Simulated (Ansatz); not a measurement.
# ScAl3 (Pm-3m): a volume series of phonon spectra, part 2 of 3

Wanted: mode Grüneisen parameters of ScAl3 and a free-energy fit over volumes. The starting cell is a computed one from a database.

Ansatz 0.2.0; DFT PBEsol, scalar-relativistic, plane waves, PAW; PAW set soft_1.

So far. Step 2 (A first coarse run): The start is under -0.89 GPa at this level and looks like a metal on this mesh. Step 4 (Tight relaxation): The residual pressure is -8.8e-5 GPa, small enough for phonons.

## Step 5: Lattice dynamics at this volume, V/V0 1

The same q-mesh and k-mesh are kept at every volume, so that much of their error can cancel in the differences.

File input.yaml:

```yaml
crystal:
  lattice:
    - [4.0709720515, 0.0, 0.0]
    - [0.0, 4.0709720515, 0.0]
    - [0.0, 0.0, 4.0709720515]
  atoms:
    - { symbol: Sc, position: [0.0, 0.0, 0.0] }
    - { symbol: Al, position: [0.5, 0.0, 0.5] }
    - { symbol: Al, position: [0.0, 0.5, 0.5] }
    - { symbol: Al, position: [0.5, 0.5, 0.0] }
kpoints:
  mp_grid: { grid: [10, 10, 10] }
hamiltonian:
  xc: pbesol
  pseudopotentials: { kind: paw, azcp: { folder: soft_1 }, xc_functional: pbe }
scf:
  occupations: { method: methfessel_paxton, width: 0.2 }
  lower_state_search: "off"
output:
  eigenvalues: true
phonons:
  method: dfpt
  qmesh: [2, 2, 2]
  temperatures: { t_max: 1000, t_step: 50 }
  qpath:
    path:
      - [[0.0, 0.0, 0.0], [0.0, 0.5, 0.0], [0.5, 0.5, 0.0], [0.0, 0.0, 0.0], [0.5, 0.5, 0.5], [0.0, 0.5, 0.0]]
      - [[0.5, 0.5, 0.5], [0.5, 0.5, 0.0]]
    npoints: 10
```

Started as:

```bash
ansatz run input.yaml --threads 8 --pin off --max-ram 16384MiB --backend cpu --events-out ev --progress --plain --runs-dir out
```

Numbers of over 12 decimals in the logs are rounded to 6 here.

The program printed:

```text
[...]
Crystal: 4 atoms, lattice volume = 67.467 Å³
Basis set: ecut = 420 eV, 1357 PW (Γ), exchange–correlation on 60×60×60 points (8 copies of the dense FFT grid, shifted against one another)
Bands: 14, of which v1, the nominal top of the filled ones, is band 10 counted from 1 (9 counted from 0)
Symmetry: 48 space group operations
k-points: 56 of 1000
[...]
SCF iter   1: F=—  HF=-3687.267530 eV  |F-HF|=—  |Δ(HF+E_count)|=         —  Δρ=2.63e-2  dr2=9.33e-1  ethr=3.10e-3  ⟨swp⟩=5.2  Hψ=4089  notcnv=0
[...]
SCF iter   9: F=-3686.906863 eV  HF=-3686.906863 eV  |F-HF|=0.00e0  |Δ(HF+E_count)|=  6.37e-12  S|Δr|=    0.00e0  Δρ=2.60e-8  dr2=4.45e-13  ethr=1.00e-12  ⟨swp⟩=4.2  Hψ=2772  notcnv=0
SCF 1 converged in 9 iterations: F = -3686.906863 eV  dr2 = 4.45e-13
[...]
SCF iter   3: F=-3686.906863 eV  HF=-3686.906863 eV  |F-HF|=1.36e-12  |Δ(HF+E_count)|=  4.55e-13  S|Δr|=    0.00e0  Δρ=4.21e-8  dr2=1.62e-12  ethr=1.00e-12  ⟨swp⟩=1.0  Hψ=1792  notcnv=0
SCF 2 converged in 3 iterations: F = -3686.906863 eV  dr2 = 1.62e-12
phonons: the bands overlap, so this run is a metal and interpolates without the dipole-dipole term. If the crystal is really an insulator or semiconductor, its LO-TO splitting is missing
NSCF: frozen V_eff on 56 k-points
[...]
DFPT response loops at q = (0, 0, 0) (fractional): preconditioner auto → Kerker (q_TF=auto, 2.228 Å⁻¹) (partly filled bands, converged f_vac=0.000); β = 1.00, the filter's whole step (`scf.mixing.beta` (0.50) is not read by the response loops under this deck's `scf.mixing.preconditioner`; to damp them name `kerker` or `kerker_dos`, under which they read `scf.mixing.beta`, and type it under 1.00, their step now; both keys bind the ground state too); Broyden in place of MSR1
[...]
SCF converged after 9 iterations
[...]
Free energy (F): -3686.906863 eV
[...]
Internal energy: -3686.908488 eV  (E = F + TS)
E sigma→0 (E₀):  -3686.907269 eV
Entropy (-TS):   0.001626 eV (0.406 meV/atom)
Fermi energy:    9.267772 eV
[...]
--- Band table (eV; the first three rows and the last of 56) ---
  k-point 0: bands = [... 6 lower, 6.6145, 7.4451, 7.4451, 7.4451, 10.4705, 10.5585, 10.5585, 10.5585]
  k-point 1: bands = [... 6 lower, 6.6868, 7.4552, 7.4552, 7.9591, 10.5046, 10.5046, 10.5882, 10.8632]
  k-point 2: bands = [... 6 lower, 6.8969, 7.4793, 7.4793, 8.5854, 10.3923, 10.3923, 10.6689, 11.6758]
  k-point 55: bands = [... 6 lower, 4.4444, 4.7378, 6.2971, 6.2971, 6.2971, 10.1996, 11.8911, 11.8911]
--- Phonons (Γ-DFPT): 3 representative perturbations + reference (Σ response iterations 9) ---
  ASR residual: 4.295e-6 → 0.000e0 eV/Å²; symmetrization residual: 2.877e-6 eV/Å²
  ASR residual per site (eV/Å²): 1.94e-6 4.29e-6 4.29e-6 4.29e-6
  Γ frequencies (cm⁻¹): 0.00 0.00 0.00 243.76 243.76 243.76 259.81 259.81 259.81 337.06 337.06 337.06
--- Phonons (arbitrary-q DFPT): 4 irreducible q on the 2×2×2 mesh ---
  q = [0.0000, 0.0000, 0.0000] (star 1, of the zone-centre solve; hermiticity 5.84e-7, symmetrization 3.51e-12): 0.00 0.00 0.00 243.76 243.76 243.76 259.81 259.81 259.81 337.06 337.06 337.06
  q = [0.0000, 0.0000, -0.5000] (star 3, 7 solved perturbations in 1332 linear systems a pass and spin channel, the states on 216 of 1000 k-point pairs; hermiticity 4.77e-7, symmetrization 1.61e-13): 178.25 178.25 189.30 189.30 233.63 240.79 271.22 278.61 288.25 288.25 314.17 314.17
[...]
sum rule: each row above includes the acoustic sum rule's correction from the zone centre's row sums; it moved no ω² by more than (0.21 cm⁻¹)²
  mesh force constants: q→R imaginary residual 1.15e-17; ASR residual 4.295e-6 → 0.000e0 eV/Å²; symmetrization residual 7.994e-15 eV/Å²
  interpolated dispersion: 62 rows × 12 modes
  density of states and harmonic sums: on the 16×16×16 q-mesh, interpolated from the force constants of a 2×2×2 supercell (no non-analytic term)
  largest difference from the sums on the solved wave vectors: F 7.19e-2 eV, S 1.04e-4 and C_V 3.23e-5 eV/K
  zero-point energy: 0.181102 eV/cell   skipped modes (ω ≤ 0): 3   left out of the sums: 6.10e-5 of the cell's modes: C_V's classical limit lies that fraction below 3 k_B per atom; for a crystal, a wire or a layer, F and S can be off by more, and a phonons.interpolated_qmesh denser along its periods is the remedy for the sampling
```

Wall time 58 s (8 threads of Arm Neoverse V1, shared host); peak memory 0.85 GiB.

This step gave:

* lowest frequency on the path: 0 cm⁻¹
* zero-point energy: 0.1811 eV/cell
* point group: m-3m
* highest frequency: 345.6 cm⁻¹
* Debye temperature from the second moment: 466 K

No LO-TO term. The phonon branches at the labelled points (cm⁻¹):

| point | branch 1 | branch 2 | branch 3 | branch 4 | branch 9 | branch 10 | branch 11 | branch 12 |
| --- | --- | --- | --- | --- | --- | --- | --- | --- |
| Γ | 0 | 0 | 0 | 244 | 260 | 337 | 337 | 337 |
| halfway | 101 | 101 | 141 | 234 | 269 | 318 | 329 | 329 |
| X | 178 | 178 | 189 | 189 | 288 | 288 | 314 | 314 |
| halfway | 176 | 179 | 201 | 205 | 287 | 296 | 302 | 319 |
| M | 172 | 188 | 188 | 225 | 266 | 310 | 313 | 313 |
| halfway | 118 | 139 | 195 | 219 | 286 | 313 | 317 | 323 |
| Γ | 0 | 0 | 0 | 244 | 260 | 337 | 337 | 337 |
| halfway | 141 | 141 | 213 | 213 | 260 | 302 | 329 | 329 |
| R | 153 | 153 | 184 | 184 | 289 | 346 | 346 | 346 |
| halfway | 175 | 180 | 188 | 200 | 273 | 306 | 318 | 335 |
| X | 178 | 178 | 189 | 189 | 288 | 288 | 314 | 314 |
| jump to R | 153 | 153 | 184 | 184 | 289 | 346 | 346 | 346 |
| halfway | 162 | 185 | 185 | 189 | 282 | 331 | 331 | 332 |
| M | 172 | 188 | 188 | 225 | 266 | 310 | 313 | 313 |

Tetrahedra on 16 16 16, mean over bins of 5 cm⁻¹. Table of phonon density of states by wavenumber; read off at these points:

wavenumber (cm⁻¹), phonon density of states (1/cm⁻¹/cell) and a bar:
```
        2      0.000 
       12      0.000 
       28      0.000 
       38      0.001 
       52      0.001 
       62      0.002 #
       72      0.003 #
       88      0.004 #
       98      0.005 ##
      108      0.007 ##
      122      0.010 ###
      132      0.013 ####
      148      0.019 #####
      158      0.030 #########
      168      0.059 #################
      182      0.050 ###############
      192      0.050 ###############
      202      0.053 ################
      218      0.056 ################
      228      0.054 ################
      242      0.095 ############################
      252      0.081 ########################
      258      0.091 ###########################
      262      0.091 ##########################
      278      0.061 ##################
      288      0.040 ############
      298      0.047 ##############
      312      0.058 #################
      322      0.103 ##############################
      338      0.027 ########
      348      0.000
```

Harmonic. Thermo, by row:

| T (K) | F_vib (meV/atom) | S (J/mol-atom/K) | C_V (J/mol-atom/K) |
| --- | --- | --- | --- |
| 0 | 45.28 | 0 | 0 |
| 50 | 45.21 | 0.587 | 2.06 |
| 100 | 44.03 | 4.47 | 10.22 |
| 150 | 40.33 | 9.84 | 16.1 |
| 200 | 33.89 | 14.96 | 19.3 |
| 250 | 24.94 | 19.48 | 21.1 |
| 300 | 13.8 | 23.43 | 22.18 |
| 350 | 0.74 | 26.9 | 22.87 |
| 400 | -14.01 | 29.98 | 23.33 |
| 450 | -30.28 | 32.75 | 23.66 |
| 500 | -47.91 | 35.26 | 23.89 |
| 550 | -66.79 | 37.54 | 24.07 |
| 600 | -86.79 | 39.65 | 24.21 |
| 650 | -107.8 | 41.59 | 24.31 |
| 700 | -129.9 | 43.39 | 24.4 |
| 750 | -152.8 | 45.08 | 24.47 |
| 800 | -176.6 | 46.66 | 24.52 |
| 850 | -201.1 | 48.15 | 24.57 |
| 900 | -226.5 | 49.55 | 24.61 |
| 950 | -252.5 | 50.88 | 24.64 |
| 1000 | -279.2 | 52.15 | 24.67 |

The modes has structure finer than the step of the table below, so its rows give means over 10 cm⁻¹, whole bins alone (the curve runs from -10 to 366 cm⁻¹). Peaks (cm⁻¹: height): Al 169.5: 0.0415, 259.2: 0.0871, 323.0: 0.0640; Sc 186.0: 0.033, 219.1: 0.0240, 325.3: 0.0351.

Phonopy on the run's constants, 15x15x15 mesh, Gaussian sigma 2.7 cm⁻¹. The modes by wavenumber; means over each step; values in 1/cm⁻¹/cell:

| wavenumber (cm⁻¹) | Al | Sc |
| --- | --- | --- |
| 0 | 5.2e-5 | 3.1e-5 |
| 10 | 2.3e-6 | 7.5e-7 |
| 20 | 3.8e-5 | 2.2e-5 |
| 30 | 3.3e-4 | 1.8e-4 |
| 40 | 6.0e-4 | 3.3e-4 |
| 50 | 4.1e-4 | 2.2e-4 |
| 60 | 0.00172 | 9.5e-4 |
| 70 | 0.00113 | 6.3e-4 |
| 80 | 0.00219 | 0.00119 |
| 90 | 0.00315 | 0.00174 |
| 100 | 0.00333 | 0.00182 |
| 110 | 0.00540 | 0.00292 |
| 120 | 0.00565 | 0.00311 |
| 130 | 0.00860 | 0.00464 |
| 140 | 0.00926 | 0.00506 |
| 150 | 0.0141 | 0.00720 |
| 160 | 0.0268 | 0.00968 |
| 170 | 0.0351 | 0.0120 |
| 180 | 0.0235 | 0.0190 |
| 190 | 0.0340 | 0.0242 |
| 200 | 0.0351 | 0.0167 |
| 210 | 0.0364 | 0.0215 |
| 220 | 0.0343 | 0.0212 |
| 230 | 0.0427 | 0.0160 |
| 240 | 0.0745 | 0.0128 |
| 250 | 0.0743 | 0.00755 |
| 260 | 0.0800 | 0.00579 |
| 270 | 0.0629 | 0.00621 |
| 280 | 0.0511 | 0.00593 |
| 290 | 0.0353 | 0.00550 |
| 300 | 0.0372 | 0.00699 |
| 310 | 0.0390 | 0.0145 |
| 320 | 0.0577 | 0.0294 |
| 330 | 0.0486 | 0.0269 |
| 340 | 0.0146 | 0.00759 |
| 350 | 0.00104 | 5.3e-4 |
| 360 | 5.0e-7 | 0 |

No LO-TO term. The modes at Γ (shares of kinetic energy by element, %):

| mode | frequency (cm⁻¹) | symmetry | Sc % | Al % |
| --- | --- | --- | --- | --- |
| 1 | 0.0 | T1u | 36 | 64 |
| 2 | 0.0 | T1u | 36 | 64 |
| 3 | 0.0 | T1u | 36 | 64 |
| 4 | 243.8 | T1u | 25 | 75 |
| 5 | 243.8 | T1u | 25 | 75 |
| 6 | 243.8 | T1u | 25 | 75 |
| 7 | 259.8 | T2u | 0 | 100 |
| 8 | 259.8 | T2u | 0 | 100 |
| 9 | 259.8 | T2u | 0 | 100 |
| 10 | 337.1 | T1u | 39 | 61 |
| 11 | 337.1 | T1u | 39 | 61 |
| 12 | 337.1 | T1u | 39 | 61 |

Displacements in mode 5 (243.8 cm⁻¹), the largest set to 1:
```
Sc1  0.07  0.07 -0.45
Al2  0.02 -0.15 -0.12
Al3 -0.16  0.02 -0.12
Al4  0.02  0.02  1.00
```

Displacements in mode 9 (259.8 cm⁻¹), the largest set to 1:
```
Sc1  0.00  0.00  0.00
Al2  0.06  0.00 -0.46
Al3  0.00  1.00  0.46
Al4 -0.06 -1.00  0.00
```

No mode is imaginary beyond numerical noise at the solved wavevectors.

## Step 6: A cell at another volume, V/V0 1.015

Symmetry fixes every atom, so a single point at the scaled cell gives the energy and pressure of this member.

input.yaml, the sections that differ from step 5:

```yaml
crystal:
  lattice:
    - [4.0912259771, 0.0, 0.0]
    - [0.0, 4.0912259771, 0.0]
    - [0.0, 0.0, 4.0912259771]
  atoms:
    - { symbol: Sc, position: [0.0, 0.0, 0.0] }
    - { symbol: Al, position: [0.5, 0.0, 0.5] }
    - { symbol: Al, position: [0.0, 0.5, 0.5] }
    - { symbol: Al, position: [0.5, 0.5, 0.0] }
output:
  forces: true
  stress: true
  eigenvalues: true
# kpoints, hamiltonian, scf: as in step 5
# phonons: removed
```

The program printed:

```text
[...]
Crystal: 4 atoms, lattice volume = 68.479 Å³
Basis set: ecut = 420 eV, 1357 PW (Γ), exchange–correlation on 60×60×60 points (8 copies of the dense FFT grid, shifted against one another)
Bands: 14, of which v1, the nominal top of the filled ones, is band 10 counted from 1 (9 counted from 0)
Symmetry: 48 space group operations
[...]
k-points: 56 of 1000
[...]
SCF iter   1: F=—  HF=-3687.253833 eV  |F-HF|=—  |Δ(HF+E_count)|=         —  Δρ=2.60e-2  dr2=9.19e-1  ethr=3.10e-3  ⟨swp⟩=5.3  Hψ=4094  notcnv=0
[...]
SCF iter   7: F=-3686.902636 eV  HF=-3686.902636 eV  |F-HF|=3.78e-10  |Δ(HF+E_count)|=   1.00e-8  S|Δr|=    0.00e0  Δρ=2.13e-6  dr2=2.32e-9  ethr=5.00e-10  ⟨swp⟩=4.7  Hψ=3101  notcnv=0
SCF 1 converged in 7 iterations: F = -3686.902636 eV  dr2 = 2.32e-9
[...]
SCF converged after 7 iterations
[...]
Free energy (F): -3686.902636 eV
[...]
Internal energy: -3686.903712 eV  (E = F + TS)
E sigma→0 (E₀):  -3686.902905 eV
Entropy (-TS):   0.001076 eV (0.269 meV/atom)
Fermi energy:    9.103795 eV
[...]
--- Stress (GPa, compression-positive) ---
       -1.321253       0.000000       0.000000
       -0.000000      -1.321253       0.000000
        0.000000       0.000000      -1.321253
  P = ⅓ Tr σ = -1.3213 GPa (-13.213 kbar)
--- Band table (eV; the first three rows and the last of 56) ---
  k-point 0: bands = [... 6 lower, 6.4692, 7.2896, 7.2896, 7.2896, 10.3096, 10.3874, 10.3874, 10.3874]
  k-point 1: bands = [... 6 lower, 6.5415, 7.3009, 7.3009, 7.8066, 10.3328, 10.3328, 10.4163, 10.6970]
  k-point 2: bands = [... 6 lower, 6.7519, 7.3285, 7.3285, 8.4319, 10.2182, 10.2182, 10.4948, 11.4975]
  k-point 55: bands = [... 6 lower, 4.3059, 4.6293, 6.1489, 6.1489, 6.1489, 10.0004, 11.6882, 11.6882]
```

Elapsed: 1.1 s, on 8 threads; peak memory 0.41 GiB; 4.9 s of CPU time.

This step gave:

```yaml
pressure: -1.321 GPa
volume_per_atom: 17.12 Å³/atom
```

The run ends at a pressure of -1.32 GPa.

## Step 7: Phonons, V/V0 1.015

Phonons at this volume give one point of F(V, T); meshes stay fixed along the series.

input.yaml, as its differences from that of step 6:

```diff
@@ -19,4 +19,11 @@
 output:
-  forces: true
-  stress: true
   eigenvalues: true
+phonons:
+  method: dfpt
+  qmesh: [2, 2, 2]
+  temperatures: { t_max: 1000, t_step: 50 }
+  qpath:
+    path:
+      - [[0.0, 0.0, 0.0], [0.0, 0.5, 0.0], [0.5, 0.5, 0.0], [0.0, 0.0, 0.0], [0.5, 0.5, 0.5], [0.0, 0.5, 0.0]]
+      - [[0.5, 0.5, 0.5], [0.5, 0.5, 0.0]]
+    npoints: 10
```

The program printed:

```text
[...]
Crystal: 4 atoms, lattice volume = 68.479 Å³
Basis set: ecut = 420 eV, 1357 PW (Γ), exchange–correlation on 60×60×60 points (8 copies of the dense FFT grid, shifted against one another)
Bands: 14, of which v1, the nominal top of the filled ones, is band 10 counted from 1 (9 counted from 0)
Symmetry: 48 space group operations
k-points: 56 of 1000
[...]
k-point 55: bands = [... 6 lower, 4.3059, 4.6293, 6.1489, 6.1489, 6.1489, 10.0004, 11.6882, 11.6882]
[...]
ASR residual: 7.410e-6 → 0.000e0 eV/Å²; symmetrization residual: 2.521e-6 eV/Å²
  ASR residual per site (eV/Å²): 7.41e-6 7.29e-6 7.29e-6 7.29e-6
[...]
--- Phonons (arbitrary-q DFPT): 4 irreducible q on the 2×2×2 mesh ---
[...]
interpolated dispersion: 62 rows × 12 modes
[...]
[key lines of the parts left out:]
SCF converged after 9 iterations
Free energy (F): -3686.902636 eV
Fermi energy:    9.103801 eV
```

Elapsed: 59 s, on 8 threads; peak memory 0.86 GiB.

No LO-TO term. Phonon branches along the path, in cm⁻¹:

| point | branch 1 | branch 2 | branch 3 | branch 4 | branch 9 | branch 10 | branch 11 | branch 12 |
| --- | --- | --- | --- | --- | --- | --- | --- | --- |
| Γ | 0 | 0 | 0 | 238 | 254 | 329 | 329 | 329 |
| halfway | 99 | 99 | 138 | 228 | 264 | 310 | 321 | 321 |
| X | 174 | 174 | 185 | 185 | 281 | 281 | 307 | 307 |
| halfway | 172 | 175 | 196 | 200 | 280 | 289 | 294 | 312 |
| M | 168 | 184 | 184 | 221 | 256 | 302 | 306 | 306 |
| halfway | 116 | 136 | 190 | 214 | 279 | 306 | 310 | 315 |
| Γ | 0 | 0 | 0 | 238 | 254 | 329 | 329 | 329 |
| halfway | 138 | 138 | 208 | 208 | 255 | 293 | 321 | 321 |
| R | 148 | 148 | 180 | 180 | 279 | 337 | 337 | 337 |
| halfway | 170 | 176 | 183 | 195 | 264 | 298 | 310 | 327 |
| X | 174 | 174 | 185 | 185 | 281 | 281 | 307 | 307 |
| jump to R | 148 | 148 | 180 | 180 | 279 | 337 | 337 | 337 |
| halfway | 158 | 181 | 181 | 184 | 273 | 322 | 322 | 324 |
| M | 168 | 184 | 184 | 221 | 256 | 302 | 306 | 306 |

No mode is imaginary beyond numerical noise at the solved wavevectors. The highest zone-centre mode (no LO–TO term) moved by -2.4 % for a volume change of +1.5 %.

## Step 8: A cell at another volume, V/V0 0.985

Symmetry fixes every atom, so a single point at the scaled cell gives the energy and pressure of this member.

The cell differs from the one that the last finished run ended in (a 4.091 → 4.051 Å, b 4.091 → 4.051 Å, c 4.091 → 4.051 Å).

input.yaml, the sections that differ from step 7:

```yaml
crystal:
  lattice:
    - [4.0505145602, 0.0, 0.0]
    - [0.0, 4.0505145602, 0.0]
    - [0.0, 0.0, 4.0505145602]
  atoms:
    - { symbol: Sc, position: [0.0, 0.0, 0.0] }
    - { symbol: Al, position: [0.5, 0.0, 0.5] }
    - { symbol: Al, position: [0.0, 0.5, 0.5] }
    - { symbol: Al, position: [0.5, 0.5, 0.0] }
output:
  forces: true
  stress: true
  eigenvalues: true
# kpoints, hamiltonian, scf: as in step 7
# phonons: removed
```

The program printed:

```text
[...]
Crystal: 4 atoms, lattice volume = 66.455 Å³
Basis set: ecut = 420 eV, 1309 PW (Γ), exchange–correlation on 60×60×60 points (8 copies of the dense FFT grid, shifted against one another)
Bands: 14, of which v1, the nominal top of the filled ones, is band 10 counted from 1 (9 counted from 0)
Symmetry: 48 space group operations
[...]
k-points: 56 of 1000
[...]
P = ⅓ Tr σ = 1.4272 GPa (14.272 kbar)
--- Band table (eV; the first three rows and the last of 56) ---
  k-point 0: bands = [... 6 lower, 6.7632, 7.6056, 7.6056, 7.6056, 10.6355, 10.7335, 10.7335, 10.7335]
  k-point 1: bands = [... 6 lower, 6.8354, 7.6142, 7.6142, 8.1158, 10.6804, 10.6804, 10.7640, 11.0338]
  k-point 2: bands = [... 6 lower, 7.0451, 7.6346, 7.6346, 8.7427, 10.5708, 10.5708, 10.8469, 11.8586]
  k-point 55: bands = [... 6 lower, 4.5865, 4.8497, 6.4502, 6.4502, 6.4502, 10.4046, 12.0988, 12.0988]
[key lines of the parts left out:]
SCF converged after 7 iterations
Free energy (F): -3686.902416 eV
Fermi energy:    9.435754 eV
```

Wall time 0.73 s (8 threads); peak memory 0.41 GiB; 4 s of CPU time.

The run ends at a pressure of 1.43 GPa.

## Step 9: Lattice dynamics at this volume, V/V0 0.985

The same q-mesh and k-mesh are kept at every volume, so that much of their error can cancel in the differences.

input.yaml, as its differences from that of step 8:

```diff
@@ -19,4 +19,11 @@
 output:
-  forces: true
-  stress: true
   eigenvalues: true
+phonons:
+  method: dfpt
+  qmesh: [2, 2, 2]
+  temperatures: { t_max: 1000, t_step: 50 }
+  qpath:
+    path:
+      - [[0.0, 0.0, 0.0], [0.0, 0.5, 0.0], [0.5, 0.5, 0.0], [0.0, 0.0, 0.0], [0.5, 0.5, 0.5], [0.0, 0.5, 0.0]]
+      - [[0.5, 0.5, 0.5], [0.5, 0.5, 0.0]]
+    npoints: 10
```

The program printed:

```text
[...]
Crystal: 4 atoms, lattice volume = 66.455 Å³
Basis set: ecut = 420 eV, 1309 PW (Γ), exchange–correlation on 60×60×60 points (8 copies of the dense FFT grid, shifted against one another)
Bands: 14, of which v1, the nominal top of the filled ones, is band 10 counted from 1 (9 counted from 0)
Symmetry: 48 space group operations
k-points: 56 of 1000
[...]
k-point 55: bands = [... 6 lower, 4.5865, 4.8497, 6.4502, 6.4502, 6.4502, 10.4046, 12.0988, 12.0988]
[...]
ASR residual: 2.540e-6 → 0.000e0 eV/Å²; symmetrization residual: 2.513e-6 eV/Å²
  ASR residual per site (eV/Å²): 2.54e-6 1.63e-6 1.63e-6 1.63e-6
[...]
--- Phonons (arbitrary-q DFPT): 4 irreducible q on the 2×2×2 mesh ---
[...]
interpolated dispersion: 62 rows × 12 modes
[...]
[key lines of the parts left out:]
SCF converged after 9 iterations
Free energy (F): -3686.902416 eV
Fermi energy:    9.435759 eV
```

Run time: 56 s. Hardware: 8 threads; peak memory 0.84 GiB.

No LO-TO term. The phonon branches at the labelled points (cm⁻¹):

| point | branch 1 | branch 2 | branch 3 | branch 4 | branch 9 | branch 10 | branch 11 | branch 12 |
| --- | --- | --- | --- | --- | --- | --- | --- | --- |
| Γ | 0 | 0 | 0 | 250 | 266 | 345 | 345 | 345 |
| halfway | 104 | 104 | 145 | 240 | 275 | 326 | 337 | 337 |
| X | 183 | 183 | 194 | 194 | 296 | 296 | 322 | 322 |
| halfway | 180 | 183 | 206 | 210 | 294 | 303 | 310 | 327 |
| M | 175 | 192 | 192 | 229 | 275 | 318 | 320 | 320 |
| halfway | 121 | 143 | 200 | 225 | 293 | 321 | 325 | 331 |
| Γ | 0 | 0 | 0 | 250 | 266 | 345 | 345 | 345 |
| halfway | 144 | 144 | 218 | 218 | 266 | 310 | 337 | 337 |
| R | 157 | 157 | 188 | 188 | 299 | 355 | 355 | 355 |
| halfway | 179 | 185 | 192 | 204 | 282 | 313 | 327 | 344 |
| X | 183 | 183 | 194 | 194 | 296 | 296 | 322 | 322 |
| jump to R | 157 | 157 | 188 | 188 | 299 | 355 | 355 | 355 |
| halfway | 166 | 189 | 189 | 194 | 292 | 339 | 339 | 340 |
| M | 175 | 192 | 192 | 229 | 275 | 318 | 320 | 320 |

No mode is imaginary beyond numerical noise at the solved wavevectors. The highest zone-centre mode (no LO–TO term) moved by +2.4 % for a volume change of -1.5 %.

(Continued in part 3 of 3.)

[Logs are printed without paths, hosts, clocks, repeated set-up lines and the standing remarks that a program may print on its own settings, such as how far it seeks lower states.]

[Hosts, paths, dates, database ids (printed as entryN), source tags and the programs' standing remarks are cut or masked in the printed files.]

[A step with changed settings may run another functional than the one named; its input shows which.]


